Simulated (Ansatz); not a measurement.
# V2N(OH)2 MXene monolayer in a perpendicular field

What dipole does a perpendicular field induce in the V2N(OH)2 MXene monolayer? A positive field points along +c.

Method: plane-wave DFT, PBE-D3(BJ), Ansatz PAW, in Ansatz 0.2.0.

## Step 1: The starting structure

The cell holds 7 atoms: 2 H, 2 O, 2 V and 1 N. Its edges and angles: a = 2.941 Å, b = 2.941 Å, c = 44.032 Å, α = 90.0°, β = 90.0°, γ = 120.0°. Vacuum lies along c.

Structure file:

```cif
data_structure
_symmetry_space_group_name_H-M 'P 1'
_symmetry_Int_Tables_number 1
_cell_length_a 2.9407
_cell_length_b 2.9407
_cell_length_c 44.0317
_cell_angle_alpha 90.000
_cell_angle_beta 90.000
_cell_angle_gamma 120.000
_cell_volume 329.75
loop_
_atom_site_label
_atom_site_type_symbol
_atom_site_fract_x
_atom_site_fract_y
_atom_site_fract_z
_atom_site_occupancy
H1 H 0.33333 0.66667 0.42583 1
O2 O 0.33333 0.66667 0.44809 1
V3 V 0.66667 0.33333 0.47365 1
N4 N 0.00000 0.00000 0.50000 1
V5 V 0.33333 0.66667 0.52635 1
O6 O 0.66667 0.33333 0.55191 1
H7 H 0.66667 0.33333 0.57417 1
```

## Step 2: Relaxing the slab

The starting cell is a guess, so the in-plane lattice and the atoms are relaxed first, with the slab cut off from its images along the normal.

Input file input.yaml:

```yaml
crystal:
  lattice:
    - [2.940652, 0.0, 0.0]
    - [-1.470326, 2.5466793357, 0.0]
    - [0.0, 0.0, 44.0317308659]
  atoms:
    - { symbol: H, position: [0.3333333333, 0.6666666667, 0.4258292743] }
    - { symbol: O, position: [0.3333333333, 0.6666666667, 0.448085951] }
    - { symbol: V, position: [0.6666666667, 0.3333333333, 0.4736484823], spin: 2.0 }
    - { symbol: "N", position: [0.0, 0.0, 0.5] }
    - { symbol: V, position: [0.3333333333, 0.6666666667, 0.5263515177], spin: 2.0 }
    - { symbol: O, position: [0.6666666667, 0.3333333333, 0.551914049] }
    - { symbol: H, position: [0.6666666667, 0.3333333333, 0.5741707257] }
  periodic: [true, true, false]
magnetization:
  spin_polarized: true
kpoints:
  mp_grid: { grid: [12, 12, 1] }
hamiltonian:
  xc: pbe
  dispersion: d3bj
scf:
  occupations: { method: fermi_dirac, width: 0.05 }
  convergence: { dr2_threshold: 1.0e-09 }
relax:
  f_tol: 0.004
  max_steps: 90
  cell: {}
output:
  write_potential: true
  write_density: true
  volumetric_format: npy
```

The run is started by

```
> ansatz run input.yaml --threads 2 --pin off --max-ram 3072MiB --backend cpu --events-out ev --progress --plain --runs-dir out
```

Numbers of over 12 decimals in the logs are rounded to 6 here.

Output:

```text
Warning: relax.cell: scf.convergence.dr2_threshold = 1e-9 eV is looser than the 2.56130553055e-10 eV advised for a relaxation that steers and ends on the stress (1e-10 eV for each atom of the cell: 7, times the square of relax.cell.stress_2d_tol = 0.05 N/m over 16.5 Å (the atoms' height at the walk's start and 5 Å past either face), 3.024e-2 GPa, over a crystal's default 0.05). What an SCF threshold leaves in a stress goes as its square root, and in the free energy as the threshold itself, and one threshold admits the most on a small cell: [figures from the program's tests cut] Set scf.convergence.dr2_threshold to 2.56130553055e-10 eV or tighter. [rest of the remark cut]
Engine: ansatz 0.2.0, aarch64-unknown-linux-gnu
Pseudopotentials: kind: paw
Pseudopotential: H, paw, valence charge 1, recommended cutoff 420 eV (normal), H.paw.azcp
Pseudopotential: O, paw, valence charge 6, recommended cutoff 420 eV (normal), O.paw.azcp
Pseudopotential: V, paw, valence charge 13, recommended cutoff 420 eV (normal), V.paw.azcp
Pseudopotential: N, paw, valence charge 5, recommended cutoff 420 eV (normal), N.paw.azcp
Functional definition: PBE
  parameter kappa = 0.804
  parameter beta = 0.066725
  exchange = pbe_x(kappa = kappa, mu = beta*pi^2/3)
  correlation = pbe_c(beta = beta)
Crystal: 7 atoms, lattice volume = 329.749 Å³
Basis set: ecut = 420 eV, 6363 PW (Γ), exchange–correlation on 40×40×600 points (8 copies of the dense FFT grid, shifted against one another)
Bands: 32, of which v1, the nominal top of the filled ones, is band 23 counted from 1 (22 counted from 0)
Symmetry: 12 space group operations
Space group: P-3m1 (ITA 164), of the structure as read, at distance tolerance 6.9e-5 Å
Magnetic group: BNS 164.85 (UNI 1315), of the structure as read, at distance tolerance 6.9e-5 Å
k-points: 19 of 144
Non-local potential: H, projectors of the file, l = 0: 2, l = 1: 1
Non-local potential: O, projectors of the file, l = 0: 2, l = 1: 2, l = 2: 1
Non-local potential: V, projectors of the file, l = 0: 3, l = 1: 2, l = 2: 3, l = 3: 1
Non-local potential: N, projectors of the file, l = 0: 2, l = 1: 2, l = 2: 1
PAW form: soft (Blöchl's): semilocal exchange-correlation on the pseudo side does not see the compensation charge
PAW one-centre angular grid: H, 110 points (default); XC on 64 Gauss nodes
PAW one-centre angular grid: O, 110 points (default); XC on 64 Gauss nodes
PAW one-centre angular grid: V, 590 points (default); XC on 64 Gauss nodes
PAW one-centre angular grid: N, 110 points (default); XC on 64 Gauss nodes
Initial density: superposition of atomic densities (neutral atoms: chi_scale 0, normalization atom)
Starting moments: Σ|m| = 4 μB on 2 of 7 sites
Initial wavefunctions: pseudopotential atomic-orbital guess
Functional: x = pbe(κ = 0.804, μ = 0.219515), c = pbe(β = 0.066725)
SCF iter   1: F=—  HF=-7385.699990 eV  |F-HF|=—  |Δ(HF+E_count)|=         —  Δρ=4.21e-2 (↑4.21e-2 ↓3.51e-2)  dr2=2.53e1  dr2_m=4.20e-1  M=2.972 μB ∫|m|=3.025 μB  β_m=0.30  ethr=3.10e-3  ⟨swp⟩=21.6  Hψ=10617  notcnv=0
Mixer restart at iter 1: flushing history
preconditioner: auto → LDOS  [metal: Δε(μ)=0.039 eV  Ē_g=11.149 eV  σ=0.050 eV  W_gap=0.19  n_scr=26 (ndim 8)  ℏωp=10.2 eV  f_vac=0.791  D(μ)=3.38/eV (n_scr^D=18)]
spin=Collinear: LDOS preconditioning applied to the charge; magnetization (m = ρ↑ − ρ↓) channel mixes plain (no charge-response kernel on spin).
SCF iter   2: F=—  HF=-7380.739466 eV  |F-HF|=—  |Δ(HF+E_count)|=    4.96e0  Δρ=2.53e-2 (↑2.53e-2 ↓1.81e-2)  dr2=6.92e0  dr2_m=2.50e-1  M=2.833 μB ∫|m|=2.888 μB  β_m=0.42  ethr=3.10e-3  ⟨swp⟩=4.3  Hψ=2821  notcnv=0  defer=62
SCF iter   3: F=—  HF=-7380.024567 eV  |F-HF|=—  |Δ(HF+E_count)|=   7.15e-1  Δρ=1.81e-2 (↑1.81e-2 ↓7.06e-3)  dr2=1.36e1  dr2_m=1.53e-1  M=2.423 μB ∫|m|=2.602 μB  β_m=0.60  ethr=3.10e-3  ⟨swp⟩=6.7  Hψ=3567  notcnv=0  defer=63
SCF iter   4: F=—  HF=-7379.600595 eV  |F-HF|=—  |Δ(HF+E_count)|=   4.24e-1  Δρ=1.01e-2 (↑1.01e-2 ↓4.10e-3)  dr2=5.13e0  dr2_m=5.70e-2  M=2.370 μB ∫|m|=2.537 μB  β_m=0.67  ethr=3.10e-3  ⟨swp⟩=4.8  Hψ=2607  notcnv=0  defer=50
SCF iter   5: F=—  HF=-7380.063465 eV  |F-HF|=—  |Δ(HF+E_count)|=   4.63e-1  Δρ=1.26e-2 (↑1.26e-2 ↓4.60e-3)  dr2=1.09e2  dr2_m=6.33e-2  M=2.141 μB ∫|m|=2.333 μB  β_m=0.36  ethr=3.10e-3  ⟨swp⟩=6.8  Hψ=3489  notcnv=0  defer=53  recentre
SCF iter   6: F=—  HF=-7379.426082 eV  |F-HF|=—  |Δ(HF+E_count)|=   6.37e-1  Δρ=6.54e-3 (↑6.54e-3 ↓2.51e-3)  dr2=1.53e0  dr2_m=3.76e-2  M=2.270 μB ∫|m|=2.424 μB  β_m=0.35  ethr=3.10e-3  ⟨swp⟩=4.7  Hψ=2142  notcnv=0  defer=52
SCF iter   7: F=—  HF=-7379.431973 eV  |F-HF|=—  |Δ(HF+E_count)|=         —  Δρ=5.57e-3 (↑5.57e-3 ↓4.77e-3)  dr2=5.20e-2  dr2_m=7.78e-2  M=1.865 μB ∫|m|=1.958 μB  β_m=0.60  ethr=3.10e-3  ⟨swp⟩=3.9  Hψ=1863  notcnv=0  defer=52
SCF iter   8: F=—  HF=-7379.499751 eV  |F-HF|=—  |Δ(HF+E_count)|=   6.78e-2  Δρ=5.08e-3 (↑5.08e-3 ↓1.67e-3)  dr2=8.66e-1  dr2_m=1.39e-2  M=1.892 μB ∫|m|=1.941 μB  β_m=0.60  ethr=1.16e-4  ⟨swp⟩=7.8  Hψ=4171  notcnv=0  defer=51
SCF iter   9: F=—  HF=-7379.432095 eV  |F-HF|=—  |Δ(HF+E_count)|=   6.77e-2  Δρ=1.81e-3 (↑1.04e-3 ↓1.81e-3)  dr2=7.53e-2  dr2_m=5.39e-3  M=1.833 μB ∫|m|=1.882 μB  β_m=0.57  ethr=1.16e-4  ⟨swp⟩=5.6  Hψ=2678  notcnv=0  defer=52
SCF iter  10: F=—  HF=-7379.428226 eV  |F-HF|=—  |Δ(HF+E_count)|=   3.87e-3  Δρ=8.29e-4 (↑5.52e-4 ↓8.29e-4)  dr2=2.76e-2  dr2_m=1.21e-3  M=1.793 μB ∫|m|=1.833 μB  β_m=0.79  ethr=1.16e-4  ⟨swp⟩=3.5  Hψ=1885  notcnv=0  defer=51
SCF iter  11: F=—  HF=-7379.430453 eV  |F-HF|=—  |Δ(HF+E_count)|=   2.23e-3  Δρ=2.78e-4 (↑1.99e-4 ↓2.78e-4)  dr2=1.18e-2  dr2_m=1.18e-4  M=1.780 μB ∫|m|=1.816 μB  β_m=0.82  ethr=6.14e-5  ⟨swp⟩=4.8  Hψ=2057  notcnv=0  defer=48
SCF iter  12: F=—  HF=-7379.430227 eV  |F-HF|=—  |Δ(HF+E_count)|=   2.26e-4  Δρ=1.99e-4 (↑1.99e-4 ↓1.20e-4)  dr2=1.09e-2  dr2_m=6.88e-5  M=1.776 μB ∫|m|=1.810 μB  β_m=0.91  ethr=2.62e-5  ⟨swp⟩=3.1  Hψ=1683  notcnv=0  defer=50
SCF iter  13: F=—  HF=-7379.429857 eV  |F-HF|=—  |Δ(HF+E_count)|=   3.70e-4  Δρ=1.14e-4 (↑1.14e-4 ↓6.23e-5)  dr2=1.05e-2  dr2_m=1.13e-5  M=1.778 μB ∫|m|=1.811 μB  β_m=0.27  ethr=2.42e-5  ⟨swp⟩=3.0  Hψ=1492  notcnv=0  defer=48
SCF iter  14: F=—  HF=-7379.425692 eV  |F-HF|=—  |Δ(HF+E_count)|=   4.16e-3  Δρ=1.65e-4 (↑1.65e-4 ↓1.35e-4)  dr2=5.41e-3  dr2_m=1.35e-5  M=1.797 μB ∫|m|=1.828 μB  β_m=0.98  ethr=2.33e-5  ⟨swp⟩=3.9  Hψ=1864  notcnv=0  defer=51
[...]
SCF iter   7: F=—  HF=-7380.013197 eV  |F-HF|=—  |Δ(HF+E_count)|=   8.91e-7  Δρ=3.49e-7 (↑3.49e-7 ↓3.48e-7)  dr2=4.18e-8  dr2_m=1.98e-14  M=-0.000 μB ∫|m|=0.000 μB  β_m=0.98  ethr=2.29e-10  ⟨swp⟩=2.1  Hψ=1416  notcnv=0
SCF iter   8: F=—  HF=-7380.013200 eV  |F-HF|=—  |Δ(HF+E_count)|=   3.15e-6  Δρ=4.10e-7 (↑4.10e-7 ↓4.10e-7)  dr2=6.23e-8  dr2_m=1.10e-14  M=-0.000 μB ∫|m|=0.000 μB  β_m=0.98  ethr=9.29e-11  ⟨swp⟩=3.0  Hψ=1886  notcnv=0
SCF iter   9: F=—  HF=-7380.013200 eV  |F-HF|=—  |Δ(HF+E_count)|=   3.48e-8  Δρ=3.44e-7 (↑3.44e-7 ↓3.44e-7)  dr2=3.47e-8  dr2_m=4.11e-15  M=-0.000 μB ∫|m|=0.000 μB  β_m=0.81  ethr=9.29e-11  ⟨swp⟩=1.8  Hψ=1382  notcnv=0
SCF iter  10: F=—  HF=-7380.013200 eV  |F-HF|=—  |Δ(HF+E_count)|=   2.27e-7  Δρ=1.62e-7 (↑1.62e-7 ↓1.61e-7)  dr2=3.23e-9  dr2_m=1.40e-14  M=0.000 μB ∫|m|=0.000 μB  β_m=0.88  ethr=7.71e-11  ⟨swp⟩=2.6  Hψ=1619  notcnv=0
iter 11 met the thresholds in force, and the SCF goes on: an eigenvalue changes by 0.18 meV, over its tolerance of 0.06 meV (output.eigenvalues, Limitations)
SCF iter  11: F=-7380.013200 eV  HF=-7380.013200 eV  |F-HF|=6.42e-9  |Δ(HF+E_count)|=   2.36e-7  Δρ=1.10e-7 (↑1.10e-7 ↓1.10e-7)  dr2=2.87e-10  dr2_m=1.91e-15  M=0.000 μB ∫|m|=0.000 μB  β_m=0.78  ethr=2.22e-12  ⟨swp⟩=12.8  Hψ=8539  notcnv=0
iter 12 met the thresholds in force, and the SCF goes on: an eigenvalue changes by 0.18 meV, over its tolerance of 0.06 meV (output.eigenvalues, Limitations)
SCF iter  12: F=-7380.013200 eV  HF=-7380.013200 eV  |F-HF|=2.89e-10  |Δ(HF+E_count)|=   6.70e-9  Δρ=4.62e-8 (↑4.60e-8 ↓4.62e-8)  dr2=2.64e-10  dr2_m=4.85e-16  M=0.000 μB ∫|m|=0.000 μB  β_m=1.00  ethr=1.00e-12  ⟨swp⟩=7.4  Hψ=6252  notcnv=0
Mixer restart at iter 12: flushing history
SCF iter  13: F=-7380.013200 eV  HF=-7380.013200 eV  |F-HF|=2.45e-9  |Δ(HF+E_count)|=  2.28e-10  Δρ=1.45e-7 (↑1.45e-7 ↓1.45e-7)  dr2=3.22e-9  dr2_m=4.48e-17  M=0.000 μB ∫|m|=0.000 μB  β_m=1.00  ethr=1.00e-12  ⟨swp⟩=2.1  Hψ=1674  notcnv=0  κ⁻¹=1.0e0(r=1)
SCF iter  14: F=-7380.013200 eV  HF=-7380.013200 eV  |F-HF|=1.27e-11  |Δ(HF+E_count)|=  2.06e-10  Δρ=1.07e-8 (↑1.06e-8 ↓1.07e-8)  dr2=5.46e-12  dr2_m=6.34e-17  M=0.000 μB ∫|m|=0.000 μB  β_m=1.00  ethr=1.00e-12  ⟨swp⟩=2.1  Hψ=1652  notcnv=0  κ⁻¹=7.3e-4(r=2)
SCF iter  15: F=-7380.013200 eV  HF=-7380.013200 eV  |F-HF|=1.30e-10  |Δ(HF+E_count)|=  2.64e-11  Δρ=1.49e-8 (↑1.49e-8 ↓1.49e-8)  dr2=9.99e-12  dr2_m=7.41e-18  M=0.000 μB ∫|m|=0.000 μB  ethr=1.00e-12  ⟨swp⟩=7.6  Hψ=6024  notcnv=0
the starting moments were not kept: the SCF closed with an absolute magnetisation of 7.7e-9 μB, where they sum to 4 μB in size (2 sites). That is at most 0.1 of that sum. Measured as dr2_m measures the in/out step, that magnetisation stands 6.8e-18 eV from none, at or under the dr2_threshold of 1.0e-9 eV: it is no larger than a step whose dr2_m would equal this threshold.
SCF 12 converged in 15 iterations: F = -7380.013200 eV  dr2 = 9.99e-12
relax step  12: F+E_penalty+E_count = -7380.01320048 eV  Δ(F+E_penalty+E_count) = -9.258e-4 eV  max|allowed force component| = 9.979e-4 eV/Å  Δτ_max = 0.0000 Å  P = +0.044 N/m  Ω = 347.643 Å³  fix = [c, alpha, beta]  reactions: c +0.000 N/m  stress off target by 4.40e-2 N/m on what of the cell is left free  SCF on the basis re-selected at this cell (its energy is not comparable with the rows above)  (15 SCF iters)
basis re-selected at this cell: Δ(F+E_penalty+E_count) = -9.258e-4 eV, ΔP = +0.021 N/m vs the last step (what re-selecting the basis moved, of the pressure what is left beyond the Pulay correction that the steps carried, after the strain that the cell walked since its last selection, with what the two solves' SCF thresholds leave and, on support functions, any second-order correction that the steps lacked; it is no m [...]
WARN: The output density's exchange-correlation potential varies sharply where the density is thin. Do not read a vacuum level from v_tot or v_xc, or from such a field of the output density. On a cell that repeats whose density bears no net charge and no dipole along the vacuum's axis use v_es (v_loc + v_h of the components); under efield.dipole_correction with no amplitude use v_es + v_field, which holds any externa [...]
SCF converged after 15 iterations
an eigenvalue changed by more than its tolerance at an iteration that met the thresholds in force, so the SCF went on 2 times, its first undamped step at iteration 12: the last check found none over its tolerance
Magnetization: 0.0000 μB (22.5000 up, 22.5000 down)
Absolute magnetization: 0.0000 μB (∫|ρ↑−ρ↓|, with the PAW one-centre terms)
Spin contamination: 0.0000 ħ² per cell (⟨S²⟩ above its minimum at these occupations)
Per-site moments (μB) at R_I (Å): [(1.0479291858732923e-11, 0.401066), (2.5481015966549107e-10, 0.401066), (1.0707857496069321e-9, 0.820835), (-1.6447349490224755e-10, 0.820835), (1.070785771974157e-9, 0.820835), (2.5481016269665834e-10, 0.401066), (1.0479280856874523e-11, 0.401066)]
Free energy (F): -7380.013200 eV
Harris-Foulkes:  -7380.013200 eV  (|F-HF|=1.30e-10)
Internal energy: -7379.983317 eV  (E = F + TS)
E sigma→0 (E₀):  -7379.998259 eV
Entropy (-TS):   -0.029883 eV (-4.269 meV/atom)
Fermi energy:    -2.132764 eV
--- Per-component energies (eV) ---
  E_band       = -1077.931317
  E_kinetic    = 1188.187649
  E_local      = -216866.594202  (includes V_loc(G=0)·N_el)
  E_nonlocal   = 54.450564
  E_hartree    = 107827.387768
  E_xc         = -486.855384
  E_vxc        = -619.246469  (∫ρ·V_xc dr)
  E_paw        = -2671.779820  (= ΣΔE_a)
  E_vpaw       = -489.508499  (= ΣTr[D̂ρ^β])
  E_aug_tail   = 0.003077  (compensation charges beyond the density's cutoff)
  E_ewald      = 103576.506844
  E_disp       = -1.289813  (pairwise vdW)
  E_smearing   = -0.029883  (= −TS)
  E_closure    = -0.000000  (closes the sum)
  Σ components = -7380.013200   (vs F -7380.013200, Δ=0.00e0)
--- Forces (eV/Å), atoms counted from 1 ---
  atom   1  H     -0.00000000     0.00000000    -0.00025754
  atom   2  O      0.00000000     0.00000000     0.00099787
  atom   3  V      0.00000000    -0.00000000     0.00010670
  atom   4  N      0.00000000    -0.00000000     0.00000000
  atom   5  V      0.00000000     0.00000000    -0.00010670
  atom   6  O      0.00000000    -0.00000000    -0.00099787
  atom   7  H     -0.00000000    -0.00000000     0.00025754
  max |Σ_I F_I| component: 1.85e-17 eV/Å
--- 2D stress c σ (N/m, compression-positive) ---
        0.043989      -0.000000      -0.000000
       -0.000000       0.043989      -0.000000
       -0.000000      -0.000000       0.000000
  P = ½ c Tr σ = 0.0440 N/m
--- Band table (eV; the first three rows and the last of 38) ---
  k-point 0 ↑: bands = [... 19 lower, -6.2347, -3.8139, -3.8139, -2.5395, -2.2666, -2.1753, -1.4452, -1.3044, ... 5 higher]
  k-point 1 ↑: bands = [... 19 lower, -6.3721, -3.8600, -3.6664, -2.5464, -2.1449, -2.0855, -1.4786, -1.3138, ... 5 higher]
  k-point 2 ↑: bands = [... 19 lower, -6.6654, -4.0898, -3.3193, -2.5240, -2.0620, -1.6305, -1.2980, -1.2552, ... 5 higher]
  k-point 18 ↓: bands = [... 19 lower, -7.4624, -3.1005, -3.1005, -2.8020, -1.2750, -1.2750, -0.5108, 0.3179, ... 5 higher]
  the weakly bound empty levels are not read free of the cell's end (no_gap_told)
--- Relaxed structure (10 steps of the walk, 10 accepted, 2 SCFs on fresh bases) ---
  F+E_penalty+E_count = -7380.01320048 eV   max|allowed force component| = 9.979e-4 eV/Å   (the final SCF, on the basis selected at the relaxed cell)
  cell:  # Å, volume = 347.6433 Å³
    - [3.019387, 0, 0]
    - [-1.509693, 2.614866, 0]
    - [0, 0, 44.0317308659]
  atoms:
    - { symbol: H, position: [0.333333, 0.666667, 0.428076] }
    - { symbol: O, position: [0.333333, 0.666667, 0.450157] }
    - { symbol: V, position: [0.666667, 0.333333, 0.478207] }
    - { symbol: N, position: [0, 0, 0.500000] }
    - { symbol: V, position: [0.333333, 0.666667, 0.521793] }
    - { symbol: O, position: [0.666667, 0.333333, 0.549843] }
    - { symbol: H, position: [0.666667, 0.333333, 0.571924] }
```

Elapsed: 3.9 min, on 2 threads of Arm Neoverse V2, shared host; peak memory 0.83 GiB; 7.7 min of CPU time.

Step by step:

```csv
step,energy less that of the first step (eV),largest force component (eV/Å),volume (Å³)
1,0.0000,2.3579,329.75
2,-0.1942,1.5930,327.59
3,-0.3910,2.0023,329.33
4,-0.5057,0.9781,337.25
5,-0.5699,0.1737,346.62
6,-0.5721,0.0564,346.69
7,-0.5725,0.0097,346.52
8,-0.5724,0.0128,346.59
9,-0.5724,0.0003,346.56
10*,-0.5916,0.0032,346.56
11,-0.5910,0.0012,347.64
12*,-0.5920,0.0010,347.64
```

Relaxation steps marked * repeat the geometry before them on a plane-wave basis chosen anew for their cell, so energy and pressure can jump there.

Forces are held to the 12 operations that the run works with; a distortion that breaks them can't arise in this run.

```csv
cell as run,before,after,change
a (Å),2.941,3.019,+2.7 %
b (Å),2.941,3.019,+2.7 %
```

The atoms that moved most (Å, along periodic axes as changes of fractional coordinates times the final cell, across vacuum about the mean position):

```csv
atom,dx,dy,dz,length
V5,0.000,0.000,-0.201,0.201
V3,0.000,0.000,0.201,0.201
H7,0.000,0.000,-0.099,0.099
H1,0.000,0.000,0.099,0.099
O6,0.000,0.000,-0.091,0.091
O2,0.000,0.000,0.091,0.091
```

The relaxed structure:

```cif
data_structure
_symmetry_space_group_name_H-M 'P 1'
_symmetry_Int_Tables_number 1
_cell_length_a 3.0194
_cell_length_b 3.0194
_cell_length_c 44.0317
_cell_angle_alpha 90.000
_cell_angle_beta 90.000
_cell_angle_gamma 120.000
_cell_volume 347.64
loop_
_atom_site_label
_atom_site_type_symbol
_atom_site_fract_x
_atom_site_fract_y
_atom_site_fract_z
_atom_site_occupancy
H1 H 0.33333 0.66667 0.42808 1
O2 O 0.33333 0.66667 0.45016 1
V3 V 0.66667 0.33333 0.47821 1
N4 N 0.00000 0.00000 0.50000 1
V5 V 0.33333 0.66667 0.52179 1
O6 O 0.66667 0.33333 0.54984 1
H7 H 0.66667 0.33333 0.57192 1
```

This step gave:

- energy at zero smearing: -7379.9983 eV

The lattice constant a goes from 2.941 to 3.019 Å.

(Part 1 of 2 ends here.)

[Logs are printed without paths, hosts, clocks, repeated set-up lines and the standing remarks that a program may print on its own settings, such as how far it seeks lower states.]

[Hosts, paths, dates, database ids (printed as entryN), source tags and the programs' standing remarks are cut or masked in the printed files.]

[Maps of the electrostatic potential energy from Ansatz leave out the sawtooth potential of an applied field or a dipole correction, so their vacuum need not be flat; planar profiles and work functions include it.]
